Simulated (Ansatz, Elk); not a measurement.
# Bonding as seen by X-rays: CaCr

The structure of CaCr used here is made up (a known structure type with other elements) and was relaxed beforehand with PBEsol. The aim is the Fourier transform of its all-electron density, F(hkl), set beside the sum over free spherical atoms that refinements use.

Program: Elk 11.2.3 (patched build). Level of theory: DFT, PBE, all-electron APW+lo, Dirac cores, scalar-relativistic bands, static density, ferromagnetic start. Results are calculated unless marked as measured.

The structure was built from a prototype and need not be the compound's stable phase.

## Step 1: The structure

Symmetry: Fm-3m, No. 225, cubic system. The conventional cell has a = 6.111 Å, b = 6.111 Å, c = 6.111 Å, α = 90.00°, β = 90.00°, γ = 90.00°. Cr has 6 Ca at 3.06 Å nearest. Nearest to Ca lie 6 Cr at 3.06 Å. Farther neighbours are not listed.

## Step 2: Ground state and structure factors

An all-electron density is needed, since X-rays see the cores too. Task 0 finds the density and task 195 Fourier-transforms it; tshift is off so that phases refer to the origin typed.

Input file elk.in:

```
tasks
  0
  195
  196

xctype
  20

spinpol
  .true.

rgkmax
  7.0

gmaxvr
  14.0

lmaxo
  7

lmaxapw
  8

swidth
  0.002

tshift
  .false.

ramdisk
  .false.

hmaxvr
  5.5

maxscl
  120

epspot
  1e-06

reducebf
  0.8

sppath
  './'

avec
  -0.00000000000 5.77403618393 5.77403618393
  5.77403618393 -0.00000000000 5.77403618393
  5.77403618393 5.77403618393 -0.00000000000

atoms
  2
  'Cr.in'
  1
  0.5000000000 0.5000000000 0.5000000000   0.000000 0.000000 -0.205000
  'Ca.in'
  1
  0.0000000000 -0.0000000000 -0.0000000000   0.000000 0.000000 0.000000

ngridk
  6 6 6
```

Run with:

```sh
> OMP_NUM_THREADS=4 elk
```

Numbers of over 12 decimals in the logs are rounded to 6 here.

What it wrote:

```text
┌─────────────────────────┐
│ Elk code version 11.2.3 │
└─────────────────────────┘

All units are atomic (Hartree, Bohr, etc.)

┌─────────────────────────────────────────────────┐
│ Ground-state run starting from atomic densities │
└─────────────────────────────────────────────────┘

Lattice vectors :
  -0.000000000       5.774036184       5.774036184
   5.774036184      -0.000000000       5.774036184
   5.774036184       5.774036184      -0.000000000

Reciprocal lattice vectors :
 -0.5440895335      0.5440895335      0.5440895335
  0.5440895335     -0.5440895335      0.5440895335
  0.5440895335      0.5440895335     -0.5440895335

Unit cell volume      :    385.0068877
Brillouin zone volume :   0.6442747425

Muffin-tin inner radius fraction :   0.1000000000E-01

Nuclei treated as point charges

Species : 1 (Cr)
 parameters loaded from : Cr.in
 name : chromium
 nuclear charge    :   -24.00000000
 electronic charge :    24.00000000
 atomic mass :    94783.09202
 muffin-tin radius :    2.400000000
 number of radial points in muffin-tin :    993
 inner part over the whole radius :   0.9857795597E-02
 number on inner part of muffin-tin    :    699
 approximate nuclear radius :   0.6987106690E-04
 number of mesh points to nuclear radius :    328
 atomic positions (lattice), magnetic fields (Cartesian) :
  1 :   0.50000000  0.50000000  0.50000000    0.00000000  0.00000000 -0.20500000

Species : 2 (Ca)
 parameters loaded from : Ca.in
 name : calcium
 nuclear charge    :   -20.00000000
 electronic charge :    20.00000000
 atomic mass :    73057.72475
 muffin-tin radius :    2.400000000
 number of radial points in muffin-tin :    993
 inner part over the whole radius :   0.9970789793E-02
 number on inner part of muffin-tin    :    698
 approximate nuclear radius :   0.6614485811E-04
 number of mesh points to nuclear radius :    321
 atomic positions (lattice), magnetic fields (Cartesian) :
  1 :   0.00000000  0.00000000  0.00000000    0.00000000  0.00000000  0.00000000

Total number of atoms per unit cell :    2
Total muffin-tin volume :    115.8116716
 ratio of muffin-tin to unit cell volume :   0.3008041551

Spin treatment :
 spin-polarised
 global magnetic field (Cartesian) :    0.000000000       0.000000000       0.000000000
 collinear magnetisation in z-direction

Number of Bravais lattice symmetries :   48
Number of crystal symmetries         :   48
Crystal has inversion symmetry
Real symmetric eigensolver will be used

k-point grid :      6     6     6
k-point offset :    0.000000000       0.000000000       0.000000000
k-point set is reduced with full crystal symmetry group
Total number of k-points :       16

Muffin-tin radius times maximum |G+k| :    7.000000000
 using average radius
Maximum |G+k| for APW functions       :    2.916666667
Maximum (1/2)|G+k|²                   :    4.253472222
Maximum |G| for potential and density :    14.00000000
Constant for pseudocharge density :    8
 order of it for each species :   15  15
 order of it for pair densities of each species (exact exchange by exxq0 0: 16) :   10  10
Radial integration step length :    1

G-vector grid sizes :     40    40    40
Number of G-vectors :    17933

Maximum angular momentum used for
 APW functions            :    8
 outer part of muffin-tin :    7
 inner part of muffin-tin :    2

Total nuclear charge    :   -44.00000000
Total core charge       :    20.00000000
Total valence charge    :    24.00000000
Total excess charge     :    0.000000000
Total electronic charge :    44.00000000

Effective Wigner radius, rₛ :    1.278328303

Number of empty states         :     24
Total number of valence states :     74
Total number of core states    :     20

Third-order local-orbitals added for an l without core states : T
Total number of local-orbitals :     31

Exchange-correlation functional :     20     0     0
 Perdew-Burke-Ernzerhof, Phys. Rev. Lett. 77, 3865 (1996)
 gradient requirement :    1
 generalised gradient approximation (GGA)

Smearing type :    3
[...]
interstitial                :   0.5612351802
 muffin-tins
  species : 1 (Cr)
   atom 1                    :    2.344982548
  species : 2 (Ca)
   atom 1                    :   0.1806407575
 total in muffin-tins        :    2.525623306
 total moment                :    3.086858486

RMS change in Kohn-Sham potential (target) :    3.811636275     (  0.1000000000E-05)
Absolute change in total energy (target)   :    1.014983161     (  0.1000000000E-03)

[... loops 3 to 31 left out ...]

┌──────────────────┐
│ Loop number : 32 │
└──────────────────┘

Energies :
 Fermi                       :     0.136226
 sum of occupied eigenvalues :     -1012.3598605273
 electron kinetic            :      1748.5931987658
 core electron kinetic       :      1603.8389894726
 Coulomb                     :     -3394.7551368847
 Coulomb potential           :     -2650.7480219657
 nuclear-nuclear             :     -239.04287996443
 electron-nuclear            :     -3666.6023337200
 Hartree                     :      510.89007679981
 Madelung                    :     -2069.3811259018
 xc potential                :     -109.92428534963
 xc effective B-field        :    -0.280748
 external B-field            :      0.000000
 exchange                    :     -83.182591932700
 correlation                 :     -1.854392
 electron entropic           :    -0.50221494165804E-03
 total energy                :     -1731.1994246947
 (external B-field energy excluded from total)

Density of states at Fermi energy :    33.82554989
 (states/Hartree/unit cell)

Estimated indirect band gap :   0.5609330814E-02
 from k-point 3 to k-point 6
Estimated direct band gap   :   0.1092725407E-01
 at k-point 12

Charges :
 core                        :    20.00000000
 valence                     :    24.00000000
 interstitial                :    3.263738342
 muffin-tins (core leakage)
  species : 1 (Cr)
   atom 1                    :    22.52867534     ( -0.2234886214E-06)
  species : 2 (Ca)
   atom 1                    :    18.20758632     ( -0.1986833471E-06)
 total in muffin-tins        :    40.73626166
 total calculated charge     :    43.99996851
 total charge                :    44.00000000
 error                       :   0.3149082115E-04

Moments :
 interstitial                :   0.3947483679
 muffin-tins
  species : 1 (Cr)
   atom 1                    :    3.897094561
  species : 2 (Ca)
   atom 1                    :   0.4540396556E-01
 total in muffin-tins        :    3.942498526
 total moment                :    4.337246894

RMS change in Kohn-Sham potential (target) :   0.6050105234E-06 (  0.1000000000E-05)
Absolute change in total energy (target)   :   0.4299868647E-04 (  0.1000000000E-03)

Convergence targets achieved

┌──────────────────┐
│ Loop number : 33 │
└──────────────────┘

Energies :
 Fermi                       :     0.136226
 sum of occupied eigenvalues :     -1012.3598658357
 electron kinetic            :      1748.5932020947
 core electron kinetic       :      1603.8389889125
 Coulomb                     :     -3394.7551419421
 Coulomb potential           :     -2650.7480271292
 nuclear-nuclear             :     -239.04287996443
 electron-nuclear            :     -3666.6023375648
 Hartree                     :      510.89007558719
 Madelung                    :     -2069.3811283774
 xc potential                :     -109.92429057845
 xc effective B-field        :    -0.280748
 external B-field            :      0.000000
 exchange                    :     -83.182591745957
 correlation                 :     -1.854392
 electron entropic           :    -0.50233240640583E-03
 total energy                :     -1731.1994263180
 (external B-field energy excluded from total)

Density of states at Fermi energy :    33.83519506
 (states/Hartree/unit cell)

Estimated indirect band gap :   0.5609217683E-02
 from k-point 3 to k-point 6
Estimated direct band gap   :   0.1092615864E-01
 at k-point 12

Charges :
 core                        :    20.00000000
 valence                     :    24.00000000
 interstitial                :    3.263738966
 muffin-tins (core leakage)
  species : 1 (Cr)
   atom 1                    :    22.52867502     ( -0.2234879712E-06)
  species : 2 (Ca)
   atom 1                    :    18.20758602     ( -0.1986842744E-06)
 total in muffin-tins        :    40.73626103
 total calculated charge     :    43.99996851
 total charge                :    44.00000000
 error                       :   0.3149166574E-04

Moments :
 interstitial                :   0.3947805393
 muffin-tins
  species : 1 (Cr)
   atom 1                    :    3.897096783
  species : 2 (Ca)
   atom 1                    :   0.4540744765E-01
 total in muffin-tins        :    3.942504231
 total moment                :    4.337284770

┌──────────────────────────────┐
│ Self-consistent loop stopped │
└──────────────────────────────┘

Wrote STATE.OUT
```

Run time: 44 s. Hardware: 4 threads of Arm Neoverse V1, shared host; peak memory 0.19 GiB.

SFACRHO.OUT:

```text

h k l indices transformed by vhmat matrix:
   1.000000000       0.000000000       0.000000000    
   0.000000000       1.000000000       0.000000000    
   0.000000000       0.000000000       1.000000000    

      h      k      l  multipl.   |H|            Re(F)            Im(F)           |F|

      0      0      0      1   0.0000000       44.000000      0.64896923E-17   44.000000    
      1      0      0      8  0.94239072      -4.0846674     -0.14983477E-13   4.0846674    
      1      0      1      6   1.0881791       34.650727      0.29066775E-13   34.650727    
     -1      0      1     12   1.5389176       30.519068      0.73793180E-14   30.519068    
      2      1      2     24   1.8045408      -3.2858840     -0.46735104E-13   3.2858840    
      0      2      0      8   1.8847814       27.532805      0.10019151E-13   27.532805    
      2      0      2      6   2.1763581       25.218179      0.43653627E-13   25.218179    
     -1     -3     -1     24   2.3716313      -2.8725853      0.39366604E-13   2.8725853    
      1      2      3     24   2.4332424       23.371069      0.36875437E-13   23.371069    
      3      3      2     24   2.6654835       21.877427      0.75063055E-13   21.877427    
     -3      0     -2     24   2.8271721      -2.4491635      0.34390501E-13   2.4491635    
     -3      0      0      8   2.8271721      -2.4527165      0.16422584E-13   2.4527165    
      0     -2      2     12   3.0778352       19.626050      0.96586454E-14   19.626050    
     -1      2     -2     48   3.2188771      -2.0649083     -0.10617266E-13   2.0649083    
      0     -3     -3      6   3.2645372       18.764263     -0.29175222E-13   18.764263    
     -1     -4     -1     24   3.2645372       18.763624     -0.29230118E-13   18.763624    
     -3     -4     -1     24   3.4411244       18.028936     -0.60816510E-13   18.028936    
     -3      1      1     24   3.5678337      -1.7409332      0.15938618E-13   1.7409332
```

Elk indexes on the primitive cell of elk.in and gives |H| = 4π sin θ/λ in inverse bohr. Below, one row stands for each form hkl of the conventional cell (m members, Friedel mates merged), F is for one primitive cell and the density is static (no thermal factor). Free-atom factors are Waasmaier and Kirfel's, and R is Σm||F|−|F'||/Σm|F|.

| hkl | m | sin θ/λ (Å⁻¹) | abs F, DFT | neutral atoms | diff. |
| --- | --- | --- | --- | --- | --- |
| 111 | 8 | 0.142 | 4.085 | 4.341 | -0.256 |
| 200 | 6 | 0.164 | 34.651 | 34.862 | -0.211 |
| 220 | 12 | 0.231 | 30.519 | 30.637 | -0.118 |
| 311 | 24 | 0.271 | 3.286 | 3.449 | -0.163 |
| 222 | 8 | 0.283 | 27.533 | 27.586 | -0.053 |
| 400 | 6 | 0.327 | 25.218 | 25.227 | -0.008 |
| 331 | 24 | 0.357 | 2.873 | 2.876 | -0.003 |
| 420 | 24 | 0.366 | 23.371 | 23.355 | +0.017 |
| 422 | 24 | 0.401 | 21.877 | 21.843 | +0.035 |
| 511 | 24 | 0.425 | 2.449 | 2.410 | +0.039 |
| 333 | 8 | 0.425 | 2.453 | 2.410 | +0.043 |
| 440 | 12 | 0.463 | 19.626 | 19.577 | +0.049 |
| 531 | 48 | 0.484 | 2.065 | 2.009 | +0.056 |
| 600 | 6 | 0.491 | 18.764 | 18.715 | +0.049 |
| 442 | 24 | 0.491 | 18.764 | 18.715 | +0.048 |
| 620 | 24 | 0.517 | 18.029 | 17.984 | +0.045 |
| 533 | 24 | 0.536 | 1.741 | 1.678 | +0.063 |
| 622 | 24 | 0.543 | 17.397 | 17.358 | +0.039 |
| 444 | 8 | 0.567 | 16.850 | 16.816 | +0.034 |
| 551 | 24 | 0.584 | 1.483 | 1.419 | +0.064 |
| 711 | 24 | 0.584 | 1.482 | 1.419 | +0.063 |
| 640 | 24 | 0.590 | 16.371 | 16.343 | +0.029 |

## Step 3: The magnetisation density

The same run holds the spin density, and task 196 transforms it. The order is that of the start, and no other was tried.

SFACMAG_1.OUT:

```text

h k l indices transformed by vhmat matrix:
   1.000000000       0.000000000       0.000000000    
   0.000000000       1.000000000       0.000000000    
   0.000000000       0.000000000       1.000000000    

      h      k      l  multipl.   |H|            Re(F)            Im(F)           |F|

      0      0      0      1   0.0000000       4.3372849      0.62156445E-17   4.3372849    
      1      0      0      8  0.94239072      -3.0974226     -0.20803427E-14   3.0974226    
      1      0      1      6   1.0881791       2.9219489      0.39016272E-14   2.9219489    
     -1      0      1     12   1.5389176       1.9112112      0.84565111E-15   1.9112112    
      2      1      2     24   1.8045408      -1.5251753     -0.47237628E-14   1.5251753    
      0      2      0      8   1.8847814       1.3988331      0.91392332E-15   1.3988331    
      2      0      2      6   2.1763581       1.1614514      0.36400333E-14   1.1614514    
     -1     -3     -1     24   2.3716313     -0.91476896      0.27940963E-14  0.91476896    
      1      2      3     24   2.4332424      0.88022002      0.24930859E-14  0.88022002    
      3      3      2     24   2.6654835      0.68518978      0.42980273E-14  0.68518978    
     -3      0     -2     24   2.8271721     -0.59365856      0.17675242E-14  0.59365856    
     -3      0      0      8   2.8271721     -0.58147802      0.76103753E-15  0.58147802    
      0     -2      2     12   3.0778352      0.43987022      0.41138030E-15  0.43987022    
     -1      2     -2     48   3.2188771     -0.38080353     -0.39006504E-15  0.38080353    
      0     -3     -3      6   3.2645372      0.39430855     -0.10311823E-14  0.39430855    
     -1     -4     -1     24   3.2645372      0.34546868     -0.94228912E-15  0.34546868
```

The total moment is 4.34 μB a cell; sphere moments: Cr1 +3.90, Ca2 +0.05 μB. Polarised neutrons measure spin and orbital magnetisation together; without spin-orbit coupling the run gives the spin part:

| hkl | sin θ/λ (Å⁻¹) | abs F_M (μB) |
| --- | --- | --- |
| 111 | 0.142 | 3.097 |
| 200 | 0.164 | 2.922 |
| 220 | 0.231 | 1.911 |
| 311 | 0.271 | 1.525 |
| 222 | 0.283 | 1.399 |
| 400 | 0.327 | 1.161 |
| 331 | 0.357 | 0.915 |
| 420 | 0.366 | 0.880 |
| 422 | 0.401 | 0.685 |
| 511 | 0.425 | 0.594 |
| 333 | 0.425 | 0.582 |
| 440 | 0.463 | 0.440 |
| 531 | 0.484 | 0.381 |
| 600 | 0.491 | 0.394 |

## Step 4: The highest occupied states alone

An energy window below the Fermi level keeps the highest occupied states, to see at which angles they scatter; shallow core shells can lie inside it and anion s states outside. No new self-consistency is needed.

Edit elk.in of step 2 so:

```diff
@@ -1,5 +1,3 @@
 tasks
-  0
   195
-  196
 
@@ -44,2 +42,5 @@
 
+wsfac
+  -0.415010 0.436230
+
 sppath
```

Run with:

```sh
> OMP_NUM_THREADS=4 elk
```

What it wrote:

```text
┌─────────────────────────────────┐
│ Elk code version 11.2.3 started │
└─────────────────────────────────┘

Info(readinput): the functional depends on the density's gradient
 muffin-tin radial points multiplied by    2.00000
 (not where nrmtscf is given)

┌────────────────────┐
│ Current task : 195 │
└────────────────────┘

Info(sfacrho): density structure factors written to SFACRHO.OUT

 Energy window :  -0.4150100000      0.4362300000

┌──────────────────┐
│ Elk code stopped │
└──────────────────┘
```

Wall time 4.4 s (4 threads); peak memory 0.16 GiB; 5.6 s of CPU time.

States within 15 eV below the Fermi level hold 8.00 electrons; any levels below the window count with the cores. Their amplitudes can exceed the total, where window and core parts have opposite phase:

| hkl | sin θ/λ (Å⁻¹) | abs F, window | abs F, all |
| --- | --- | --- | --- |
| 111 | 0.142 | 3.259 | 4.085 |
| 200 | 0.164 | 2.958 | 34.651 |
| 220 | 0.231 | 2.073 | 30.519 |
| 311 | 0.271 | 1.500 | 3.286 |
| 222 | 0.283 | 1.597 | 27.533 |
| 400 | 0.327 | 1.255 | 25.218 |
| 331 | 0.357 | 0.920 | 2.873 |
| 420 | 0.366 | 1.002 | 23.371 |
| 422 | 0.401 | 0.807 | 21.877 |
| 511 | 0.425 | 0.608 | 2.449 |

(Part 1 of 2 ends here.)

[Logs are printed without paths, hosts, clocks, repeated set-up lines and the standing remarks that a program may print on its own settings, such as how far it seeks lower states.]

[Hosts, paths, dates, database ids (printed as entryN), source tags and the programs' standing remarks are cut or masked in the printed files.]
